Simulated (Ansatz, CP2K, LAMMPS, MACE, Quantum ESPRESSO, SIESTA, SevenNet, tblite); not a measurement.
# Amorphous Ge (65 atoms) under volume change, by several methods

How stiff is amorphous Ge (65 atoms) under an even change of volume, and do other programs and learned potentials give the same pressure and slope as plane waves?

The results are calculated values.

### Step 1. The cell

The cell holds 65 atoms (65 Ge), with edges of 11.61, 11.61 and 11.61 Å. Recipe: 65 atoms (65 Ge) placed at random at 5.01 g/cm³, melted at 3500 K for 10 ps at fixed volume with the Tersoff potential (Tersoff, Phys. Rev. B 39, 5566 (1989)). Quenched from 3500 K to 700 K at 5 K/ps and fixed volume, held 5 ps, then minimised at fixed cell. Then the atoms were relaxed with MACE MP-0b3 medium in the fixed cell.

Bonds by pair of elements; cutoffs follow the first minimum of g(r), held within bounds set by covalent radii, and pairs that aren't listed don't count as bonded:

| pair A-B | cutoff (Å) | bonds | mean length (Å) | spread (Å) | shortest (Å) | B about A | A about B |
| --- | --- | --- | --- | --- | --- | --- | --- |
| Ge-Ge | 2.88 | 131 | 2.53 | 0.058 | 2.44 | 4.03 | 4.03 |

### Step 2. The reference input

Quantum ESPRESSO 7.5: Kohn-Sham DFT, PBE, SSSP efficiency 1.3.0 pseudopotentials, plane waves. Its input, pw.in, for the unchanged cell:

```
&control
  calculation = 'scf'
  pseudo_dir = './pseudo'
  outdir = './tmp'
  disk_io = 'none'
  tprnfor = .true.
  tstress = .true.
/
&system
  ibrav = 0
  nat = 65
  ntyp = 1
  ecutwfc = 45
  ecutrho = 360
  nosym = .true.
  occupations = 'smearing'
  smearing = 'fd'
  degauss = 0.003675
/
&electrons
  conv_thr = 3.3e-07
  electron_maxstep = 100
  mixing_beta = 0.2
  mixing_mode = 'local-TF'
  diagonalization = 'david'
/
ATOMIC_SPECIES
Ge 72.630 Ge.upf
CELL_PARAMETERS angstrom
11.61260 0.00000 0.00000
0.00000 11.61260 0.00000
0.00000 0.00000 11.61260
ATOMIC_POSITIONS crystal
Ge 0.50109 0.54158 0.68106
Ge 0.79697 0.30520 0.66257
Ge 0.14954 0.58695 0.67124
Ge 0.28582 0.32388 0.89275
[... 59 atom lines left out ...]
Ge 0.38243 0.24400 0.51420
Ge 0.25963 0.97144 0.09922
K_POINTS gamma
```

```console
$ OMP_NUM_THREADS=1 pw.x -in pw.in > output.txt
```

Run time: 15 min. Hardware: 1 MPI rank of Arm Neoverse V1, shared host; peak memory 4.4 GiB.

It converged with an r.m.s. force component of 0.21 eV/Å and a pressure of 0.70 GPa.

### Step 3. Programs and settings

Every level solves the same cells as single points. CPU time is summed over a level's finished runs, on a host shared with the other runs, so it is rough; the force column is the median over cells of the r.m.s. difference of force components from the reference.

| level | basis or training data | k-points | runs finished | CPU time | peak memory (GiB) | force difference (meV/Å) |
| --- | --- | --- | --- | --- | --- | --- |
| QE, PBE | plane waves, SSSP efficiency, 45/360 Ry | Γ | 3 of 3 | 43 min | 4.5 | reference |
| CP2K double zeta, PBE | DZVP-MOLOPT-SR, GTH, 350 Ry | Γ | 3 of 3 | 4.8 min | 2.1 | 26 |
| CP2K triple zeta, PBE | TZVP-UZH, GTH, 350 Ry | Γ | 3 of 3 | 7.3 min | 2.2 | 28 |
| SIESTA DZP, PBE | DZP orbitals, shift 0.01 Ry, mesh 300 Ry | Γ | 3 of 3 | 17 min | 1.5 | 113 |
| tblite GFN1-xTB | tight binding with its own dispersion term | Γ | 3 of 3 | 20 s | 0.16 | 137 |
| MACE MP-0b3 medium | trained on PBE(+U) plane-wave data | - | 3 of 3 | 21 s | 0.83 | 203 |
| SevenNet 0 | trained on PBE(+U) plane-wave data | - | 3 of 3 | 22 s | 0.74 | 211 |

The reference's own r.m.s. force component runs from 199 to 207 meV/Å over these cells. MACE MP-0b3 medium relaxed the atoms, so in the cells that it relaxed its forces are near zero and its entry mostly repeats the reference's forces.

### Step 4. Pressure against volume

The cell is scaled evenly, and at each volume MACE MP-0b3 medium relaxes the atoms again before the single points. The unchanged volume is 24.092 Å³ an atom. Pressures in GPa:

| level | -3 % | 0 | +3 % |
| --- | --- | --- | --- |
| QE, PBE | 2.27 | 0.70 | -0.74 |
| CP2K double zeta, PBE | 3.39 | 1.69 | 0.23 |
| CP2K triple zeta, PBE | 2.97 | 1.26 | -0.21 |
| SIESTA DZP, PBE | 4.55 | 2.69 | 1.15 |
| tblite GFN1-xTB | 3.33 | 1.21 | -0.58 |
| MACE MP-0b3 medium | 0.70 | -0.57 | -1.67 |
| SevenNet 0 | 1.54 | 0.09 | -1.11 |

Energy less that of the unchanged cell at the same level, in meV an atom:

| level | -3 % | +3 % |
| --- | --- | --- |
| QE, PBE | 6.62 | -1.54 |
| CP2K double zeta, PBE | 10.03 | -4.83 |
| CP2K triple zeta, PBE | 8.05 | -2.77 |
| SIESTA DZP, PBE | 10.57 | -7.11 |
| tblite GFN1-xTB | 11.54 | -4.47 |
| MACE MP-0b3 medium | 0.06 | 4.99 |
| SevenNet 0 | 3.58 | 1.84 |

### Step 5. Moduli

From the three volumes nearest the unchanged one: B from the slope of pressure against ln V and from the curvature of the energy, the pressure that the slope of the energy implies, and the volume change at which the printed pressure crosses zero (a dash if it doesn't within the range).

| level | B from pressures (GPa) | B from energies (GPa) | printed pressure (GPa) | pressure from energies (GPa) | zero pressure at (%) |
| --- | --- | --- | --- | --- | --- |
| QE, PBE | 50.2 | 37.5 | 0.70 | 0.91 | +1.4 |
| CP2K double zeta, PBE | 52.5 | 38.5 | 1.69 | 1.65 | - |
| CP2K triple zeta, PBE | 52.9 | 38.9 | 1.26 | 1.20 | +2.6 |
| SIESTA DZP, PBE | 56.8 | 25.5 | 2.69 | 1.96 | - |
| tblite GFN1-xTB | 65.2 | 52.2 | 1.21 | 1.77 | +2.0 |
| MACE MP-0b3 medium | 39.6 | 37.3 | -0.57 | -0.55 | -1.4 |
| SevenNet 0 | 44.1 | 40.1 | 0.09 | 0.19 | +0.2 |

As a check by hand on the reference: from -3 to +3 % the pressure falls by 3.01 GPa while ln V grows by 0.0600, a ratio of 50.2 GPa.

### Step 6. Outcome

The plane-wave reference (PBE) gives a bulk modulus of 50.2 GPa from its pressures, at a volume where its pressure is 0.70 GPa; that pressure crosses zero at +1.4 %. Other programs at PBE: CP2K double zeta, PBE 52.5 GPa (+5 %), CP2K triple zeta, PBE 52.9 GPa (+5 %) and SIESTA DZP, PBE 56.8 GPa (+13 %); their pressures lie +0.57 to +1.99 GPa from the reference's. Learned potentials: MACE MP-0b3 medium 39.6 GPa (-21 %) and SevenNet 0 44.1 GPa (-12 %); their pressures lie -1.27 to -0.60 GPa from the reference's.

Tight binding: tblite GFN1-xTB 65.2 GPa (+30 %); its pressure lies +0.51 GPa from the reference's. The moduli are read at one volume but at unlike pressures, and a cell under tension is as a rule softer than one under compression. Moduli from the energies run from 26 to 52 GPa and part from those from pressures by as much as -55 % (SIESTA DZP, PBE); they rest on differences of a few meV an atom and hold the work of each level's leftover forces.

Caveats: The atoms follow MACE MP-0b3 medium, not each level's own minimum, so these moduli only approach relaxed ones and hang on that choice. Three points at finite strain give rough moduli, at the given volume rather than at zero pressure. Pressures at a fixed plane-wave cutoff or in a small atom-centred basis hold some basis error. The quench rate of 5 K/ps is many orders above laboratory rates, so the cell is likely richer in defects and strain than a real sample. The reference samples only Γ, in a cell whose shortest periodic width is 12 Å. The reference isn't exact: its cutoffs and mesh weren't converged further here. SIESTA's automatically made basis is far from complete, and its potentials were converted by us (checked for H, C, O, Si, Ge and Ca alone). Spin–orbit coupling is left out. Where levels are smeared, the DFT runs use Fermi–Dirac occupations at 580 K (0.05 eV), and energies are free energies.

[Long decimals in the printed logs are rounded to 6 places.]

[Logs are printed without paths, hosts, clocks, repeated set-up lines and the standing remarks that a program may print on its own settings, such as how far it seeks lower states.]

[Hosts, paths, dates, database ids (printed as entryN), source tags and the programs' standing remarks are cut or masked in the printed files.]
